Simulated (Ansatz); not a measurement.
# TlS4Br (built on the sites of a database entry of TlClO4): following an unstable mode, part 2 of 3

Wanted: the energy along a soft mode of TlS4Br (built on the sites of a database entry of TlClO4) and the structure at the end.

Ansatz 0.2.0; DFT PBEsol, scalar-relativistic, plane waves, PAW.

So far, highest frequency on the path or at a solved wavevector (cm⁻¹): step 2 (response at finite wavevector) 320. Also lowest frequency on the path (cm⁻¹): step 2 -314.

The structure was built from a prototype and need not be the compound's stable phase.

**5. Energy along the mode, all amplitudes (two of the runs are shown above)**

An imaginary frequency means negative curvature, so the energy should fall and then rise again as anharmonic terms take over.

This step gave:

```yaml
depth_at_the_lowest_point_sampled: 121.2 meV/atom
largest_atomic_shift_at_that_point: 0.22 Å
```

Table of energy from the parent by largest atomic shift:

| largest atomic shift (Å) | energy from the parent (meV/atom) |
| --- | --- |
| 0.000 | 0 |
| 0.040 | -6.20 |
| 0.080 | -23.9 |
| 0.140 | -65.4 |
| 0.220 | -121 |
| 0.320 | -112 |
| 0.450 | 320 |

Displacement at unit largest shift by atom:

```
atom   x (Å)   y (Å)   z (Å)   size
 Tl1   0.000   0.000   0.004  0.004
 Tl2   0.000   0.000  -0.004  0.004
 Br3   0.000   0.000  -0.274  0.274
 Br4   0.000   0.000   0.274  0.274
  S5   0.747  -0.009   0.664  0.999
  S6  -0.747   0.009  -0.664  0.999
  S7  -0.747  -0.009   0.664  0.999
  S8   0.747   0.009  -0.664  0.999
  S9   0.747  -0.009  -0.664  0.999
 S10  -0.747   0.009   0.664  0.999
 S11  -0.747  -0.009  -0.664  0.999
 S12   0.747   0.009   0.664  0.999
```

The lowest of the steps tried is at 0.22 Å, 121 meV/atom below the parent; the bottom of the well need not coincide with a step.

**6. Relaxation from the frozen mode**

Starting from the lowest point found, all atoms and the cell are let go, so that strain and other modes of the same symmetry can join in.

Contents of input.yaml:

```yaml
crystal:
  lattice:
    - [0.0, -4.6786404278, -4.6786404278]
    - [0.0, 4.6786404278, -4.6786404278]
    - [9.3572808556, 0.0, 0.0]
  atoms:
    - { symbol: Tl, position: [0.4999041822, 0.4999041822, 0.0] }
    - { symbol: Tl, position: [9.58178e-05, 9.58178e-05, 0.5] }
    - { symbol: Br, position: [0.5064470549, 0.5064470549, 0.5] }
    - { symbol: Br, position: [0.9935529451, 0.9935529451, 0.0] }
    - { symbol: S, position: [0.174053775, 0.4841622046, 0.6728386624] }
    - { symbol: S, position: [0.7048674581, 0.0158377954, 0.1377007211] }
    - { symbol: S, position: [0.7951325419, 0.4841622046, 0.6377007211] }
    - { symbol: S, position: [0.325946225, 0.0158377954, 0.1728386624] }
    - { symbol: S, position: [0.0158377954, 0.7048674581, 0.8622992789] }
    - { symbol: S, position: [0.4841622046, 0.174053775, 0.3271613376] }
    - { symbol: S, position: [0.0158377954, 0.325946225, 0.8271613376] }
    - { symbol: S, position: [0.4841622046, 0.7951325419, 0.3622992789] }
kpoints:
  mp_grid: { grid: [6, 6, 4] }
hamiltonian:
  xc: pbesol
scf:
  occupations: { method: methfessel_paxton, width: 0.2 }
output:
  forces: true
  stress: true
  eigenvalues: true
  write_density: true
  write_potential: true
  elf: true
  volumetric_format: npy
relax:
  adjacent_minimum: "off"
  f_tol: 0.002
  max_steps: 120
  cell: { stress_tol: 0.03 }
```

The run is started by

```console
ansatz run input.yaml --threads 8 --pin off --max-ram 14336MiB --backend cpu --events-out ev --progress --plain --runs-dir out
```

Numbers of over 12 decimals in the logs are rounded to 6 here.

What it wrote:

```text
[...]
Crystal: 12 atoms, lattice volume = 409.656 Å³
Basis set: ecut = 420 eV, 7999 PW (Γ), exchange–correlation on 90×90×128 points (8 copies of the dense FFT grid, shifted against one another)
Bands: 56, of which v1, the nominal top of the filled ones, is band 44 counted from 1 (43 counted from 0)
Symmetry: 4 space group operations
[...]
k-points: 39 of 144 (time reversal used)
[...]
SCF iter   1: F=—  HF=-35136.190945 eV  |F-HF|=—  |Δ(HF+E_count)|=         —  Δρ=5.63e-3  dr2=1.32e-1  ethr=1.77e-3  ⟨swp⟩=6.9  Hψ=9778  notcnv=0
[...]
SCF iter  10: F=-35136.172850 eV  HF=-35136.172850 eV  |F-HF|=4.31e-9  |Δ(HF+E_count)|=   1.76e-8  S|Δr|=    0.00e0  Δρ=2.70e-6  dr2=4.32e-8  ethr=1.14e-10  ⟨swp⟩=13.7  Hψ=18807  notcnv=0
SCF 1 converged in 10 iterations: F = -35136.172850 eV  dr2 = 4.32e-8
[...]
relax step   1: F+E_penalty+E_count = -35136.17285036 eV  Δ(F+E_penalty+E_count) = +0.000e0 eV  max|allowed force component| = 7.837e-1 eV/Å  Δτ_max = 0.0000 Å  P = +1.419 GPa  Ω = 409.656 Å³  (10 SCF iters, dr2 threshold 1.00e-7 eV, accepted)
[... from here on, the SCF cycles and remarks between the steps are left out ...]
relax step   2: F+E_penalty+E_count = -35137.06284503 eV  Δ(F+E_penalty+E_count) = -8.900e-1 eV  max|allowed force component| = 1.287e0 eV/Å  Δτ_max = 0.1758 Å  P = +0.241 GPa  Ω = 432.194 Å³  energy of the carried Pulay correction = -1.355e-3 eV  (9 SCF iters, dr2 threshold 1.20e-6 eV, accepted)
relax step   3: F+E_penalty+E_count = -35138.23059452 eV  Δ(F+E_penalty+E_count) = -1.168e0 eV  max|allowed force component| = 1.616e0 eV/Å  Δτ_max = 0.1953 Å  P = -0.620 GPa  Ω = 455.835 Å³  energy of the carried Pulay correction = -2.702e-3 eV  (8 SCF iters, dr2 threshold 1.20e-6 eV, accepted)
relax step   4: F+E_penalty+E_count = -35139.35897103 eV  Δ(F+E_penalty+E_count) = -1.128e0 eV  max|allowed force component| = 9.342e-1 eV/Å  Δτ_max = 0.1944 Å  P = -0.733 GPa  Ω = 474.277 Å³  energy of the carried Pulay correction = -3.702e-3 eV  (7 SCF iters, dr2 threshold 1.20e-6 eV, accepted)
relax step   5: F+E_penalty+E_count = -35140.49303628 eV  Δ(F+E_penalty+E_count) = -1.134e0 eV  max|allowed force component| = 8.526e-1 eV/Å  Δτ_max = 0.1950 Å  P = -0.083 GPa  Ω = 486.032 Å³  energy of the carried Pulay correction = -4.318e-3 eV  (8 SCF iters, dr2 threshold 1.20e-6 eV, accepted)
relax step   6: F+E_penalty+E_count = -35141.22633451 eV  Δ(F+E_penalty+E_count) = -7.333e-1 eV  max|allowed force component| = 1.257e0 eV/Å  Δτ_max = 0.1949 Å  P = +1.135 GPa  Ω = 495.267 Å³  energy of the carried Pulay correction = -4.792e-3 eV  (7 SCF iters, dr2 threshold 1.20e-6 eV, accepted)
relax step   7: F+E_penalty+E_count = -35141.85690719 eV  Δ(F+E_penalty+E_count) = -6.306e-1 eV  max|allowed force component| = 5.576e-1 eV/Å  Δτ_max = 0.1949 Å  P = +0.457 GPa  Ω = 503.504 Å³  energy of the carried Pulay correction = -5.206e-3 eV  (8 SCF iters, dr2 threshold 1.20e-6 eV, accepted)
relax step   8: F+E_penalty+E_count = -35142.17614760 eV  Δ(F+E_penalty+E_count) = -3.192e-1 eV  max|allowed force component| = 6.453e-1 eV/Å  Δτ_max = 0.1901 Å  P = -0.422 GPa  Ω = 509.301 Å³  energy of the carried Pulay correction = -5.493e-3 eV  (8 SCF iters, dr2 threshold 1.20e-6 eV, accepted)
relax step   9: F+E_penalty+E_count = -35142.70954008 eV  Δ(F+E_penalty+E_count) = -5.334e-1 eV  max|allowed force component| = 5.511e-1 eV/Å  Δτ_max = 0.1952 Å  P = -0.579 GPa  Ω = 509.231 Å³  energy of the carried Pulay correction = -5.489e-3 eV  (7 SCF iters, dr2 threshold 1.20e-6 eV, accepted)
relax step  10: F+E_penalty+E_count = -35143.23564115 eV  Δ(F+E_penalty+E_count) = -5.261e-1 eV  max|allowed force component| = 2.668e-1 eV/Å  Δτ_max = 0.1941 Å  P = -0.398 GPa  Ω = 497.639 Å³  energy of the carried Pulay correction = -4.912e-3 eV  (8 SCF iters, dr2 threshold 1.20e-6 eV, accepted)
relax step  11: F+E_penalty+E_count = -35143.49093528 eV  Δ(F+E_penalty+E_count) = -2.553e-1 eV  max|allowed force component| = 2.512e-1 eV/Å  Δτ_max = 0.1951 Å  P = -0.479 GPa  Ω = 483.259 Å³  energy of the carried Pulay correction = -4.174e-3 eV  (8 SCF iters, dr2 threshold 1.20e-6 eV, accepted)
relax step  12: F+E_penalty+E_count = -35143.62150845 eV  Δ(F+E_penalty+E_count) = -1.306e-1 eV  max|allowed force component| = 3.395e-1 eV/Å  Δτ_max = 0.1888 Å  P = +0.184 GPa  Ω = 462.446 Å³  energy of the carried Pulay correction = -3.065e-3 eV  (7 SCF iters, dr2 threshold 1.20e-6 eV, accepted)
relax step  13: F+E_penalty+E_count = -35143.69495095 eV  Δ(F+E_penalty+E_count) = -7.344e-2 eV  max|allowed force component| = 2.260e-1 eV/Å  Δτ_max = 0.1934 Å  P = -0.512 GPa  Ω = 461.449 Å³  energy of the carried Pulay correction = -3.011e-3 eV  (7 SCF iters, dr2 threshold 1.20e-6 eV, accepted)
relax step  14: F+E_penalty+E_count = -35143.72645460 eV  Δ(F+E_penalty+E_count) = -3.150e-2 eV  max|allowed force component| = 1.386e-1 eV/Å  Δτ_max = 0.0353 Å  P = +0.020 GPa  Ω = 453.491 Å³  energy of the carried Pulay correction = -2.571e-3 eV  (6 SCF iters, dr2 threshold 1.20e-6 eV, accepted)
[...]
relax step  39: F+E_penalty+E_count = -35144.22809793 eV  Δ(F+E_penalty+E_count) = -1.707e-2 eV  max|allowed force component| = 6.852e-2 eV/Å  Δτ_max = 0.0196 Å  P = +0.096 GPa  Ω = 346.283 Å³  energy of the carried Pulay correction = -2.203e-4 eV  (6 SCF iters, dr2 threshold 1.20e-6 eV, accepted)
relax step  40: F+E_penalty+E_count = -35144.22136012 eV  Δ(F+E_penalty+E_count) = +6.738e-3 eV  max|allowed force component| = 2.037e-1 eV/Å  Δτ_max = 0.0720 Å  P = -0.066 GPa  Ω = 349.225 Å³  energy of the carried Pulay correction = -4.338e-4 eV  (7 SCF iters, dr2 threshold 3.95e-7 eV, rejected (line search))
relax step  41: F+E_penalty+E_count = -35144.23845463 eV  Δ(F+E_penalty+E_count) = -1.036e-2 eV  max|allowed force component| = 2.065e-2 eV/Å  Δτ_max = 0.0265 Å  P = +0.022 GPa  Ω = 346.481 Å³  energy of the carried Pulay correction = -2.296e-4 eV  (10 SCF iters, accepted)
relax step  42: F+E_penalty+E_count = -35144.24322703 eV  Δ(F+E_penalty+E_count) = -4.772e-3 eV  max|allowed force component| = 1.569e-2 eV/Å  Δτ_max = 0.0385 Å  P = -0.040 GPa  Ω = 345.745 Å³  energy of the carried Pulay correction = -1.659e-4 eV  (7 SCF iters, dr2 threshold 5.56e-8 eV, accepted)
relax step  43: F+E_penalty+E_count = -35144.24420958 eV  Δ(F+E_penalty+E_count) = -9.825e-4 eV  max|allowed force component| = 1.097e-2 eV/Å  Δτ_max = 0.0227 Å  P = +0.013 GPa  Ω = 344.823 Å³  energy of the carried Pulay correction = -9.232e-5 eV  (8 SCF iters, dr2 threshold 1.54e-8 eV, accepted)
relax step  44: F+E_penalty+E_count = -35144.24491162 eV  Δ(F+E_penalty+E_count) = -7.020e-4 eV  max|allowed force component| = 3.994e-3 eV/Å  Δτ_max = 0.0237 Å  P = -0.008 GPa  Ω = 344.364 Å³  energy of the carried Pulay correction = -5.440e-5 eV  (8 SCF iters, dr2 threshold 7.52e-9 eV, accepted)
relax step  45: F+E_penalty+E_count = -35144.24496996 eV  Δ(F+E_penalty+E_count) = -5.834e-5 eV  max|allowed force component| = 5.047e-3 eV/Å  Δτ_max = 0.0060 Å  P = +0.004 GPa  Ω = 344.133 Å³  energy of the carried Pulay correction = -3.638e-5 eV  (7 SCF iters, dr2 threshold 9.97e-10 eV, accepted)
relax step  46: F+E_penalty+E_count = -35144.24496363 eV  Δ(F+E_penalty+E_count) = +6.329e-6 eV  max|allowed force component| = 5.279e-3 eV/Å  Δτ_max = 0.0018 Å  P = -0.007 GPa  Ω = 344.227 Å³  energy of the carried Pulay correction = -4.358e-5 eV  (6 SCF iters, dr2 threshold 1.59e-9 eV, accepted)
relax step  47: F+E_penalty+E_count = -35144.24498319 eV  Δ(F+E_penalty+E_count) = -1.956e-5 eV  max|allowed force component| = 1.171e-3 eV/Å  Δτ_max = 0.0014 Å  P = +0.000 GPa  Ω = 344.209 Å³  energy of the carried Pulay correction = -4.235e-5 eV  (6 SCF iters, dr2 threshold 1.74e-9 eV, accepted)
relax step  48: F+E_penalty+E_count = -35144.24516986 eV  Δ(F+E_penalty+E_count) = -1.867e-4 eV  max|allowed force component| = 1.232e-3 eV/Å  Δτ_max = 0.0000 Å  P = +0.000 GPa  Ω = 344.209 Å³  stress off target by 2.92e-3 GPa  SCF on the basis re-selected at this cell (its energy is not comparable with the rows above)  (5 SCF iters)
[...]
SCF converged after 5 iterations
[...]
Free energy (F): -35144.245170 eV
[...]
Internal energy: -35144.251037 eV  (E = F + TS)
E sigma→0 (E₀):  -35144.246637 eV
Entropy (-TS):   0.005867 eV (0.489 meV/atom)
Fermi energy:    4.655411 eV
Step filling:    the computed levels leave a gap of 0.2256 eV = 1.1 smearing widths at the electron count; against every level under it full and every level over it empty, smearing changes F+E_penalty+E_count by +1.708 meV and its σ→0 estimate by +0.241 meV
[...]
--- Forces (eV/Å), atoms counted from 1 ---
  atom   1  Tl     0.00000000     0.00000000     0.00009313
  atom   2  Tl     0.00000000     0.00000000    -0.00009313
  atom   3  Br     0.00000000     0.00000000     0.00123197
  atom   4  Br     0.00000000     0.00000000    -0.00123197
  atom   5  S      0.00043503    -0.00031482     0.00080720
  atom   6  S     -0.00027869    -0.00018597    -0.00015732
  atom   7  S     -0.00027869     0.00018597     0.00015732
  atom   8  S      0.00043503     0.00031482    -0.00080720
  atom   9  S      0.00027869     0.00018597    -0.00015732
  atom  10  S     -0.00043503     0.00031482     0.00080720
  atom  11  S     -0.00043503    -0.00031482    -0.00080720
  atom  12  S      0.00027869    -0.00018597     0.00015732
  max |Σ_I F_I| component: 3.25e-18 eV/Å
--- Stress (GPa, compression-positive) ---
        0.000958       0.000000       0.000000
        0.000000      -0.002801       0.000000
        0.000000       0.000000       0.002921
  P = ⅓ Tr σ = 0.0004 GPa (0.004 kbar)
--- Band table (eV; the first three rows and the last of 39) ---
  k-point 0: bands = [... 40 lower, 2.7498, 3.1340, 3.5990, 4.1242, 5.6863, 5.8145, 6.0809, 6.7273, ... 8 higher]
  k-point 1: bands = [... 40 lower, 2.8117, 3.1027, 3.6771, 4.0012, 5.6303, 5.7955, 6.2130, 6.6316, ... 8 higher]
  k-point 2: bands = [... 40 lower, 3.0387, 3.0387, 3.7364, 3.7364, 5.6670, 5.6670, 6.4472, 6.4472, ... 8 higher]
  k-point 38: bands = [... 40 lower, 3.1469, 3.1469, 3.8569, 3.8569, 5.8093, 5.8093, 5.9798, 5.9798, ... 8 higher]
--- Relaxed structure (46 steps of the walk, 40 accepted, 2 SCFs on fresh bases) ---
  F+E_penalty+E_count = -35144.24516986 eV   max|allowed force component| = 1.232e-3 eV/Å   (the final SCF, on the basis selected at the relaxed cell)
  cell:  # Å, volume = 344.2088 Å³
    - [0.0, -4.378045, -6.039394]
    - [0.0, 4.378045, -6.039394]
    - [6.509061, 0.0, 0.0]
  atoms:
    - { symbol: Tl, position: [0.621527, 0.621527, 1.4290291165072102e-19] }
    - { symbol: Tl, position: [-0.121527, -0.121527, 0.5] }
    - { symbol: Br, position: [0.584501, 0.584501, 0.5] }
    - { symbol: Br, position: [0.915499, 0.915499, 1.4290291165072102e-19] }
    - { symbol: S, position: [0.183616, 0.489256, 0.709056] }
    - { symbol: S, position: [0.616297, 0.207504, 0.027212] }
    - { symbol: S, position: [0.883703, 0.292496, 0.527212] }
    - { symbol: S, position: [0.316384, 0.010744, 0.209056] }
    - { symbol: S, position: [0.207504, 0.616297, 0.972788] }
    - { symbol: S, position: [0.489256, 0.183616, 0.290944] }
    - { symbol: S, position: [0.010744, 0.316384, 0.790944] }
    - { symbol: S, position: [0.292496, 0.883703, 0.472788] }
```

Elapsed: 9.6 min, on 8 threads of Intel Xeon Platinum 8488C (Sapphire Rapids), shared host; peak memory 2 GiB.

(Continued in part 3 of 3.)

[Logs are printed without paths, hosts, clocks, repeated set-up lines and the standing remarks that a program may print on its own settings, such as how far it seeks lower states.]

[Hosts, paths, dates, database ids (printed as entryN), source tags and the programs' standing remarks are cut or masked in the printed files.]
